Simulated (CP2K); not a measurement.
The C K edge of ethynyloxirane was computed by TDDFT (CP2K XAS_TDP, aug-cc-pVDZ, TDA) at these levels: PBE, PBEh(45%) and PBEh(45%) + GW2X. The first three lines of C1 (bonded to C and H) with a strength over 0.0015, energy in eV and strength:

```csv
run,first,second,third
1,268.77 (0.022),268.98 (0.010),269.46 (0.006)
2,287.91 (0.047),288.31 (0.046),290.65 (0.006)
3,281.78 (0.048),282.18 (0.047),284.52 (0.006)
```

Which run is which?

Run 1: PBE (0 % exact exchange). Run 2: PBEh(45%) + GW2X (45 % exact exchange). Run 3: PBEh(45%) (45 % exact exchange). Self-interaction lifts the core level, so the uncorrected lines rise with the share of exact exchange. The GW2X run keeps the spacings of its parent: 0.40 eV between the first two lines in run 2, 0.40 eV in run 3. Its shift is +6.13 eV, since the Kohn–Sham level at this share of exchange lies that far above the quasiparticle level.

[Banner, clock and machine lines of the logs are left out without a mark of their own.]

[Logs are printed without paths, hosts, clocks, repeated set-up lines and the standing remarks that a program may print on its own settings, such as how far it seeks lower states.]

[Hosts, paths, dates, database ids (printed as entryN), source tags and the programs' standing remarks are cut or masked in the printed files.]
